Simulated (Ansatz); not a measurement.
WS2 (P6_3/mmc): refractive index against wavelength

The refractive index of WS2 (P6_3/mmc) along x below the direct gap (1.74 eV on the mesh) is read from one computed spectrum, n = √(Re ε). x, y and z are the Cartesian axes of the input cell.

Symmetry: P6_3/mmc, No. 194, hexagonal system. Conventional cell: a = 3.180 Å, b = 3.180 Å, c = 12.500 Å, α = 90.00°, β = 90.00°, γ = 120.00°. W on site c is surrounded by 6 S at 2.41 Å. S on site f has 3 W at 2.41 Å as nearest neighbours.

Method: Ansatz 0.2.0, PBE, independent particles, k-mesh 9×9×2 with interpolation inside its cells, Gaussian parameter 0.1 eV.

Launch of the response step: `ansatz run input.yaml --threads 4 --pin off --max-ram 8192MiB --backend cpu --events-out ev --progress --plain --runs-dir out`. The run took 57 s, on 4 threads of Arm Neoverse V1 (shared host).

| wavelength (nm) | photon energy E (eV) | n |
| --- | --- | --- |
| 3000 | 0.413 | 3.8250 |
| 2000 | 0.620 | 3.8591 |
| 1550 | 0.800 | 3.9023 |
| 1310 | 0.946 | 3.9491 |
| 1064 | 1.165 | ? |

In the single-oscillator model n² − 1 = E₀E_d/(E₀² − E²), so 1/(n² − 1) = E₀/E_d − E²/(E₀E_d) is linear in E².

Working, on the rows shown:

| x = E² (eV²) | y = 1/(n² − 1) |
| --- | --- |
| 0.170801 | 0.0733642 |
| 0.384302 | 0.0719805 |
| 0.639837 | 0.0702842 |
| 0.895757 | 0.0685148 |

Means: x̄ = 0.52267, ȳ = 0.071036. Σ(x − x̄)(y − ȳ) = -0.001979, Σ(x − x̄)² = 0.2959. Slope = -0.001979 / 0.2959 = -0.006687; intercept = ȳ − slope · x̄ = 0.074531. Turned back into n, the line misses the rows shown by at most 0.00082.

What does the fit predict for the withheld row, and how well does it do?

At x = 1.3578 the line gives y = 0.065451, that is 4.0347. The run gave 4.0445, so the extrapolation is off by 0.0098, 4 % of the range in the table.

Refitted with all rows, the slope is -0.006952 and the intercept 0.074646. These give E₀ = √(intercept/−slope) = 3.28 eV and E_d = E₀/intercept = 43.9 eV; E₀ is 1.9 times the direct gap. The electronic limit at long wavelengths, without lattice vibrations, is n = √(1 + 1/intercept) = 3.794. The cell comes from an older database entry, whose edges can be off by a per cent or so. Excitons are left out and so are local fields; PBE gaps are as a rule too small. Spin-orbit coupling is left out.
